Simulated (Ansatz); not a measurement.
# How fast states decay through CsLi2IBr2

Wanted: the relaxed cell of CsLi2IBr2, its band edges and its decay constants. It is built by putting I for part of the Br in the CsLi2Br3 structure of space group Immm, with the volume rescaled by atomic radii. The parent structure comes from the Materials Project.

Calculated with Ansatz 0.2.0; LDA DFT, plane waves, PAW files, in the first sound run; inputs show where later runs differ.

The structure was built from a prototype and need not be the compound's stable phase.

## 1. Set-up

The structure is orthorhombic, space group Immm (No. 71). The conventional cell has a = 4.720 Å, b = 5.712 Å, c = 13.386 Å, α = 90.00°, β = 90.00°, γ = 90.00°. Nearest to Cs lie 4 I at 3.71 Å and 8 Br at 3.78 to 4.70 Å and 10 Li at 4.13 to 4.50 Å and 2 Cs at 4.72 Å. Nearest to Li lie 1 I at 2.56 Å and 4 Br at 2.64 to 2.88 Å. Br has 4 Li at 2.64 to 2.88 Å and 4 Cs at 3.78 to 4.70 Å nearest. I has 2 Li at 2.56 Å and 4 Cs at 3.71 Å nearest. It derives from CsLi2Br3. I for part of the Br in the CsLi2Br3 structure of space group Immm. Farther neighbours and most contacts between anions are not listed.

## 2. Relaxing the new crystal

The substituted atoms don't fit the parent's cell, so cell and atoms relax together. A small smearing keeps the run stable in case the gap closes on the way.

input.yaml

```yaml
crystal:
  lattice:
    - [-2.3599635214, 2.856185017, 6.6930152631]
    - [2.3599635214, -2.856185017, 6.6930152631]
    - [2.3599635214, 2.856185017, -6.6930152631]
  atoms:
    - { symbol: Cs, position: [0.0, 0.5, 0.5] }
    - { symbol: Li, position: [0.30865505, 0.80865505, 0.5] }
    - { symbol: Li, position: [0.69134495, 0.19134495, 0.5] }
    - { symbol: Br, position: [0.77909007, 0.77909007, 0.0] }
    - { symbol: Br, position: [0.22090993, 0.22090993, 0.0] }
    - { symbol: I, position: [0.5, 0.0, 0.5] }
kpoints:
  mp_grid: { grid: [6, 6, 6] }
scf:
  occupations: { method: gaussian, width: 0.03 }
hamiltonian:
  xc: lda
output:
  forces: true
  stress: true
relax:
  f_tol: 0.02
  max_steps: 60
  cell: {}
```

Started as:

```bash
$ ansatz run input.yaml --threads 2 --pin off --max-ram 4096MiB --backend cpu --events-out ev --progress --plain --runs-dir out
```

Numbers of over 12 decimals in the logs are rounded to 6 here.

What it wrote:

```text
basis.fft_grid_basis auto: the FFT boxes are laid along the combinations [[1, 0, 1], [0, 1, 1], [0, 0, 1]] of the cell's own vectors, 5.712, 4.720 and 7.650 Å long. The dense box has 40×32×54 points. Along the cell's own vectors, as sized, it would have 54×54×54, 2.28 times as many. Of the 8 symmetry operations that the crystal satisfies within crystal.symmetry.tolerance (time reversal apart; of a slab, those that ke [...]
Engine: ansatz 0.2.0, x86_64-unknown-linux-gnu
Pseudopotentials: kind: paw
Pseudopotential: Cs, paw, valence charge 9, recommended cutoff 420 eV (normal), Cs.paw.azcp
Pseudopotential: Li, paw, valence charge 3, recommended cutoff 420 eV (normal), Li.paw.azcp
Pseudopotential: Br, paw, valence charge 7, recommended cutoff 420 eV (normal), Br.paw.azcp
Pseudopotential: I, paw, valence charge 17, recommended cutoff 420 eV (normal), I.paw.azcp
Functional definition: SPW92
  exchange = slater_x
  correlation = pw_c
Crystal: 6 atoms, lattice volume = 180.457 Å³
Basis set: ecut = 420 eV, 3537 PW (Γ), FFT grids on a1+a3, a2+a3, a3
Bands: 29, of which v1, the nominal top of the filled ones, is band 23 counted from 1 (22 counted from 0)
Symmetry: 8 space group operations
Space group: Immm (ITA 71), of the structure as read, at distance tolerance 5.7e-5 Å
k-points: 46 of 216
Non-local potential: Cs, projectors of the file, l = 0: 3, l = 1: 2, l = 2: 2, l = 3: 2
Non-local potential: Li, projectors of the file, l = 0: 3, l = 1: 2, l = 2: 1
Non-local potential: Br, projectors of the file, l = 0: 2, l = 1: 2, l = 2: 2
Non-local potential: I, projectors of the file, l = 0: 2, l = 1: 2, l = 2: 2, l = 3: 2
PAW form: soft (Blöchl's): semilocal exchange-correlation on the pseudo side does not see the compensation charge
PAW frozen core: Cs, regenerated for the run's functional, and the local potential with it (the file was generated under x = pbe(κ = 0.804, μ = 0.219515), c = pbe(β = 0.066725))
PAW frozen core: Br, regenerated for the run's functional, and the local potential with it (the file was generated under x = pbe(κ = 0.804, μ = 0.219515), c = pbe(β = 0.066725))
PAW frozen core: I, regenerated for the run's functional, and the local potential with it (the file was generated under x = pbe(κ = 0.804, μ = 0.219515), c = pbe(β = 0.066725))
PAW one-centre angular grid: Cs, 194 points (default); XC on 64 Gauss nodes
PAW one-centre angular grid: Li, 110 points (default); XC on 64 Gauss nodes
PAW one-centre angular grid: Br, 110 points (default); XC on 64 Gauss nodes
PAW one-centre angular grid: I, 590 points (default); XC on 64 Gauss nodes
Initial density: superposition of atomic densities (neutral atoms: chi_scale 0, normalization atom), corrected by the library's trained network
Initial wavefunctions: pseudopotential atomic-orbital guess
Functional: x = slater, c = lda
SCF iter   1: F=—  HF=-18660.912156 eV  |F-HF|=—  |Δ(HF+E_count)|=         —  Δρ=4.15e-3  dr2=1.43e-2  ethr=1.77e-3  ⟨swp⟩=10.0  Hψ=7534  notcnv=0
preconditioner: auto → Resta (q_TF=auto, 2.172 Å⁻¹)  ε∞=3.0  [insulator: Δε(μ)=3.949 eV  Ē_g=10.676 eV  σ=0.030 eV  W_gap=1.00  n_scr=32 (ndim 8)  ℏωp=15.1 eV  f_vac=0.017  D(μ)=0.00/eV (n_scr^D=0)  ε∞_Penn≈3.0]
SCF iter   2: F=—  HF=-18660.902663 eV  |F-HF|=—  |Δ(HF+E_count)|=   9.49e-3  Δρ=2.18e-3  dr2=5.06e-3  ethr=3.10e-5  ⟨swp⟩=2.3  Hψ=2966  notcnv=0  defer=63
SCF iter   3: F=—  HF=-18660.900761 eV  |F-HF|=—  |Δ(HF+E_count)|=   1.90e-3  Δρ=3.30e-4  dr2=1.75e-4  ethr=1.10e-5  ⟨swp⟩=2.0  Hψ=1957  notcnv=0  defer=63
SCF iter   4: F=—  HF=-18660.900787 eV  |F-HF|=—  |Δ(HF+E_count)|=   2.62e-5  Δρ=6.33e-5  dr2=1.16e-5  ethr=3.81e-7  ⟨swp⟩=2.6  Hψ=2028  notcnv=0  defer=63
SCF iter   5: F=—  HF=-18660.900783 eV  |F-HF|=—  |Δ(HF+E_count)|=   4.50e-6  Δρ=1.51e-5  dr2=4.56e-7  ethr=2.51e-8  ⟨swp⟩=2.0  Hψ=1791  notcnv=0  defer=63
SCF iter   6: F=-18660.900783 eV  HF=-18660.900783 eV  |F-HF|=2.52e-9  |Δ(HF+E_count)|=   2.77e-7  Δρ=3.47e-6  dr2=2.71e-8  ethr=2.17e-10  ⟨swp⟩=5.0  Hψ=5119  notcnv=0
SCF 1 converged in 6 iterations: F = -18660.900783 eV  dr2 = 2.71e-8
  greatest PAW one-centre occupation: 1.000 electrons in one spin orbital (limit 2), on the Li atom at site 2 (counted from 0), in its partial waves of l = 0
relax step   1: F+E_penalty+E_count = -18660.90078289 eV  Δ(F+E_penalty+E_count) = +0.000e0 eV  max|allowed force component| = 4.991e-1 eV/Å  Δτ_max = 0.0000 Å  P = -0.818 GPa  Ω = 180.457 Å³  (6 SCF iters, dr2 threshold 1.00e-7 eV, accepted)
Crystal: 6 atoms, lattice volume = 173.452 Å³
Basis set: ecut = 420 eV, 3405 PW (Γ), FFT grids on a1+a3, a2+a3, a3
Initial density: handed on by an earlier stage of this run
Initial wavefunctions: those handed on with the density
iter 1 solved again at ethr=8.40e-5 eV; its pass at ethr=3.10e-3 eV (dr2=3.86e-2 eV) is discarded
SCF iter   1: F=—  HF=-18661.016587 eV  |F-HF|=—  |Δ(HF+E_count)|=         —  Δρ=5.13e-3  dr2=4.00e-2  ethr=8.40e-5  ⟨swp⟩=2.4  Hψ=9030  notcnv=0
preconditioner: auto → Resta (q_TF=auto, 2.187 Å⁻¹)  ε∞=3.1  [insulator: Δε(μ)=3.945 eV  Ē_g=10.770 eV  σ=0.030 eV  W_gap=1.00  n_scr=32 (ndim 8)  ℏωp=15.4 eV  f_vac=0.005  D(μ)=0.00/eV (n_scr^D=0)  ε∞_Penn≈3.1]
SCF iter   2: F=—  HF=-18661.009876 eV  |F-HF|=—  |Δ(HF+E_count)|=   6.71e-3  Δρ=2.79e-3  dr2=1.34e-2  ethr=8.40e-5  ⟨swp⟩=2.2  Hψ=1612  notcnv=0
SCF iter   3: F=—  HF=-18661.007145 eV  |F-HF|=—  |Δ(HF+E_count)|=   2.73e-3  Δρ=3.35e-4  dr2=1.54e-4  ethr=2.92e-5  ⟨swp⟩=2.8  Hψ=2850  notcnv=0
SCF iter   4: F=—  HF=-18661.007137 eV  |F-HF|=—  |Δ(HF+E_count)|=   7.91e-6  Δρ=7.00e-5  dr2=1.74e-5  ethr=3.35e-7  ⟨swp⟩=2.0  Hψ=1933  notcnv=0
SCF iter   5: F=—  HF=-18661.007131 eV  |F-HF|=—  |Δ(HF+E_count)|=   5.61e-6  Δρ=1.50e-5  dr2=7.10e-7  ethr=3.77e-8  ⟨swp⟩=2.0  Hψ=2003  notcnv=0
SCF iter   6: F=-18661.007131 eV  HF=-18661.007131 eV  |F-HF|=7.23e-8  |Δ(HF+E_count)|=   4.21e-8  Δρ=5.56e-6  dr2=8.87e-8  ethr=1.30e-9  ⟨swp⟩=5.0  Hψ=4801  notcnv=0
SCF 2 converged in 6 iterations: F = -18661.007131 eV  dr2 = 8.87e-8
relax step   2: F+E_penalty+E_count = -18661.00713138 eV  Δ(F+E_penalty+E_count) = -1.063e-1 eV  max|allowed force component| = 8.049e-2 eV/Å  Δτ_max = 0.1947 Å  P = -0.259 GPa  Ω = 173.452 Å³  energy of the carried Pulay correction = +7.666e-4 eV  (6 SCF iters, dr2 threshold 6.00e-7 eV, accepted)
Crystal: 6 atoms, lattice volume = 171.726 Å³
Basis set: ecut = 420 eV, 3369 PW (Γ), FFT grids on a1+a3, a2+a3, a3
iter 1 solved again at ethr=2.10e-6 eV; its pass at ethr=3.10e-3 eV (dr2=9.68e-4 eV) is discarded
SCF iter   1: F=—  HF=-18661.014269 eV  |F-HF|=—  |Δ(HF+E_count)|=         —  Δρ=8.86e-4  dr2=9.07e-4  ethr=2.10e-6  ⟨swp⟩=2.9  Hψ=8898  notcnv=0
preconditioner: auto → Resta (q_TF=auto, 2.191 Å⁻¹)  ε∞=3.1  [insulator: Δε(μ)=4.021 eV  Ē_g=10.816 eV  σ=0.030 eV  W_gap=1.00  n_scr=32 (ndim 8)  ℏωp=15.5 eV  f_vac=0.005  D(μ)=0.00/eV (n_scr^D=0)  ε∞_Penn≈3.1]
SCF iter   2: F=—  HF=-18661.014212 eV  |F-HF|=—  |Δ(HF+E_count)|=   5.68e-5  Δρ=4.77e-4  dr2=2.91e-4  ethr=1.97e-6  ⟨swp⟩=1.0  Hψ=1334  notcnv=0
SCF iter   3: F=—  HF=-18661.014175 eV  |F-HF|=—  |Δ(HF+E_count)|=   3.69e-5  Δρ=3.63e-5  dr2=3.05e-6  ethr=6.33e-7  ⟨swp⟩=2.7  Hψ=2330  notcnv=0
SCF iter   4: F=-18661.014175 eV  HF=-18661.014175 eV  |F-HF|=1.51e-8  |Δ(HF+E_count)|=   1.19e-7  Δρ=8.88e-6  dr2=1.81e-7  ethr=1.30e-9  ⟨swp⟩=5.1  Hψ=5071  notcnv=0
SCF 3 converged in 4 iterations: F = -18661.014175 eV  dr2 = 1.81e-7
relax step   3: F+E_penalty+E_count = -18661.01417518 eV  Δ(F+E_penalty+E_count) = -7.044e-3 eV  max|allowed force component| = 2.872e-2 eV/Å  Δτ_max = 0.0311 Å  P = +0.020 GPa  Ω = 171.726 Å³  energy of the carried Pulay correction = +9.601e-4 eV  (4 SCF iters, dr2 threshold 6.00e-7 eV, accepted)
[...]
relax step   4: F+E_penalty+E_count = -18661.01678189 eV  Δ(F+E_penalty+E_count) = -2.607e-3 eV  max|allowed force component| = 1.828e-2 eV/Å  Δτ_max = 0.0186 Å  P = +0.029 GPa  Ω = 171.798 Å³  energy of the carried Pulay correction = +9.520e-4 eV  (5 SCF iters, dr2 threshold 5.78e-8 eV, accepted)
[...]
relax step   5: F+E_penalty+E_count = -18661.01937896 eV  Δ(F+E_penalty+E_count) = -2.597e-3 eV  max|allowed force component| = 3.034e-2 eV/Å  Δτ_max = 0.0361 Å  P = +0.032 GPa  Ω = 171.933 Å³  energy of the carried Pulay correction = +9.368e-4 eV  (5 SCF iters, dr2 threshold 7.03e-8 eV, accepted)
[...]
relax step   6: F+E_penalty+E_count = -18661.02023026 eV  Δ(F+E_penalty+E_count) = -8.513e-4 eV  max|allowed force component| = 1.940e-3 eV/Å  Δτ_max = 0.0072 Å  P = -0.001 GPa  Ω = 172.243 Å³  energy of the carried Pulay correction = +9.020e-4 eV  (4 SCF iters, dr2 threshold 5.75e-8 eV, accepted)
Initial wavefunctions: pseudopotential atomic-orbital guess (no wavefunctions were taken with the density)
iter 1 solved again at ethr=2.59e-7 eV; its pass at ethr=3.10e-3 eV (dr2=1.19e-4 eV) is discarded
SCF iter   1: F=—  HF=-18661.019312 eV  |F-HF|=—  |Δ(HF+E_count)|=         —  Δρ=7.28e-5  dr2=6.53e-7  ethr=2.59e-7  ⟨swp⟩=4.0  Hψ=11674  notcnv=0
preconditioner: auto → Resta (q_TF=auto, 2.189 Å⁻¹)  ε∞=3.1  [insulator: Δε(μ)=4.021 eV  Ē_g=10.820 eV  σ=0.030 eV  W_gap=1.00  n_scr=32 (ndim 8)  ℏωp=15.5 eV  f_vac=0.011  D(μ)=0.00/eV (n_scr^D=0)  ε∞_Penn≈3.1]
SCF iter   2: F=—  HF=-18661.019316 eV  |F-HF|=—  |Δ(HF+E_count)|=   3.81e-6  Δρ=3.69e-5  dr2=1.75e-7  ethr=1.42e-9  ⟨swp⟩=3.0  Hψ=2618  notcnv=0
SCF iter   3: F=—  HF=-18661.019318 eV  |F-HF|=—  |Δ(HF+E_count)|=   2.06e-6  Δρ=1.88e-6  dr2=2.07e-9  ethr=3.81e-10  ⟨swp⟩=2.1  Hψ=2001  notcnv=0
SCF iter   4: F=—  HF=-18661.019318 eV  |F-HF|=—  |Δ(HF+E_count)|=   2.63e-9  Δρ=3.42e-7  dr2=2.11e-10  ethr=4.50e-12  ⟨swp⟩=2.3  Hψ=2043  notcnv=0
SCF iter   5: F=-18661.019318 eV  HF=-18661.019318 eV  |F-HF|=7.28e-12  |Δ(HF+E_count)|=  1.09e-10  Δρ=6.57e-8  dr2=1.29e-11  ethr=1.00e-12  ⟨swp⟩=5.0  Hψ=5197  notcnv=0
SCF 7 converged in 5 iterations: F = -18661.019318 eV  dr2 = 1.29e-11
relax step   7: F+E_penalty+E_count = -18661.01931779 eV  Δ(F+E_penalty+E_count) = +9.125e-4 eV  max|allowed force component| = 1.907e-3 eV/Å  Δτ_max = 0.0000 Å  P = -0.001 GPa  Ω = 172.243 Å³  stress off target by 2.36e-2 GPa  SCF on the basis re-selected at this cell (its energy is not comparable with the rows above)  (5 SCF iters)
basis re-selected at this cell: Δ(F+E_penalty+E_count) = +9.125e-4 eV, ΔP = +0.000 GPa vs the last step (what re-selecting the basis moved, of the pressure what is left beyond the Pulay correction that the steps carried, after the strain that the cell walked since its last selection, with what the two solves' SCF thresholds leave and, on support functions, any second-order correction that the steps lacked; it is no measure of the basis error at this ecutwfc). The dense FFT grid was sized anew with the basis: this SCF ran on 40×30×54 points, the steps before it on 40×32×54, so part of this shift can come from that change (see relax.cell in the input reference). [rest of the remark cut]
SCF converged after 5 iterations
Free energy (F): -18661.019318 eV
Harris-Foulkes:  -18661.019318 eV  (|F-HF|=7.28e-12)
Internal energy: -18661.019318 eV  (E = F + TS)
E sigma→0 (E₀):  -18661.019318 eV
Fermi energy:    5.225739 eV
--- Per-component energies (eV) ---
  E_band       = -638.723268
  E_kinetic    = 647.512311
  E_local      = -3162.042226  (includes V_loc(G=0)·N_el)
  E_nonlocal   = 25.404140
  E_hartree    = 1419.323165
  E_xc         = -846.862591
  E_vxc        = -496.611609  (∫ρ·V_xc dr)
  E_paw        = -13922.140358  (= ΣΔE_a)
  E_vpaw       = -491.632345  (= ΣTr[D̂ρ^β])
  E_aug_tail   = 0.000130  (compensation charges beyond the density's cutoff)
  E_ewald      = -2823.678683
  E_core_change = 1.464794  (= ΣΔE_core)
  E_smearing   = -0.000000  (= −TS)
  E_closure    = 0.000000  (closes the sum)
  Σ components = -18661.019318   (vs F -18661.019318, Δ=0.00e0)
--- Forces (eV/Å), atoms counted from 1 ---
  atom   1  Cs     0.00000000    -0.00000000     0.00000000
  atom   2  Li    -0.00000000    -0.00000000    -0.00188440
  atom   3  Li     0.00000000     0.00000000     0.00188440
  atom   4  Br    -0.00000000    -0.00000000    -0.00190714
  atom   5  Br     0.00000000     0.00000000     0.00190714
  atom   6  I      0.00000000     0.00000000     0.00000000
  max |Σ_I F_I| component: 3.25e-18 eV/Å
--- Stress (GPa, compression-positive) ---
       -0.022027      -0.000000       0.000000
       -0.000000       0.023583      -0.000000
        0.000000      -0.000000      -0.005176
  P = ⅓ Tr σ = -0.0012 GPa (-0.012 kbar)
--- Relaxed structure (6 steps of the walk, 6 accepted, 1 SCFs on fresh bases) ---
  F+E_penalty+E_count = -18661.01931779 eV   max|allowed force component| = 1.907e-3 eV/Å   (the final SCF, on the basis selected at the relaxed cell)
  cell:  # Å, volume = 172.2426 Å³
    - [-2.243971, 2.845820, 6.743044]
    - [2.243971, -2.845820, 6.743044]
    - [2.243971, 2.845820, -6.743044]
  atoms:
    - { symbol: Cs, position: [0, 0.500000, 0.500000] }
    - { symbol: Li, position: [0.298461, 0.798461, 0.500000] }
    - { symbol: Li, position: [0.701539, 0.201539, 0.5] }
    - { symbol: Br, position: [0.786630, 0.786630, 0] }
    - { symbol: Br, position: [0.213370, 0.213370, 0] }
    - { symbol: I, position: [0.5, 0, 0.5] }
```

Elapsed: 26 s, on 2 threads of Intel Xeon Platinum 8488C (Sapphire Rapids), shared host; peak memory 0.63 GiB; 50 s of CPU time.

Step by step:

| step | energy less that of the first step (eV) | largest force component (eV/Å) | pressure (GPa) | volume (Å³) |
| --- | --- | --- | --- | --- |
| 1 | 0.0000 | 0.4991 | -0.82 | 180.46 |
| 2 | -0.1063 | 0.0805 | -0.26 | 173.45 |
| 3 | -0.1134 | 0.0287 | 0.02 | 171.73 |
| 4 | -0.1160 | 0.0183 | 0.03 | 171.80 |
| 5 | -0.1186 | 0.0303 | 0.03 | 171.93 |
| 6 | -0.1194 | 0.0019 | 0.00 | 172.24 |
| 7* | -0.1185 | 0.0019 | 0.00 | 172.24 |

Relaxation steps marked * repeat the geometry before them on a plane-wave basis chosen anew for their cell, so energy and pressure can jump there.

Forces are held to the 8 operations that the run works with; a distortion that breaks them can't arise in this run.

| conventional cell, symmetrised | before | after | change |
| --- | --- | --- | --- |
| a (Å) | 4.720 | 4.488 | -4.9 % |
| b (Å) | 5.712 | 5.692 | -0.4 % |
| c (Å) | 13.386 | 13.486 | +0.7 % |
| volume (Å³/atom) | 30.08 | 28.71 | -4.6 % |

The atoms that moved most (Å, as changes of fractional coordinates times the final cell):

| atom | dx | dy | dz | length |
| --- | --- | --- | --- | --- |
| Li2 | 0.000 | 0.000 | -0.137 | 0.137 |
| Li3 | 0.000 | 0.000 | 0.137 | 0.137 |
| Br4 | 0.000 | 0.000 | 0.102 | 0.102 |
| Br5 | 0.000 | 0.000 | -0.102 | 0.102 |

The relaxed structure:

```cif
data_structure
_symmetry_space_group_name_H-M 'P 1'
_symmetry_Int_Tables_number 1
_cell_length_a 7.6552
_cell_length_b 7.6552
_cell_length_c 7.6552
_cell_angle_alpha 145.909
_cell_angle_beta 136.353
_cell_angle_gamma 56.512
_cell_volume 172.24
loop_
_atom_site_label
_atom_site_type_symbol
_atom_site_fract_x
_atom_site_fract_y
_atom_site_fract_z
_atom_site_occupancy
Cs1 Cs 0.00000 0.50000 0.50000 1
Li2 Li 0.29846 0.79846 0.50000 1
Li3 Li 0.70154 0.20154 0.50000 1
Br4 Br 0.78663 0.78663 0.00000 1
Br5 Br 0.21337 0.21337 0.00000 1
I6 I 0.50000 0.00000 0.50000 1
```

This step gave:

```yaml
free_energy: -18661.0193 eV
fermi_energy: 5.226 eV
pressure: -0.001206 GPa
```

The largest force component on a free atom ends at 0.0019 eV/Å.

(Part 1 of 3 ends here.)

[Logs are printed without paths, hosts, clocks, repeated set-up lines and the standing remarks that a program may print on its own settings, such as how far it seeks lower states.]

[Hosts, paths, dates, database ids (printed as entryN), source tags and the programs' standing remarks are cut or masked in the printed files.]
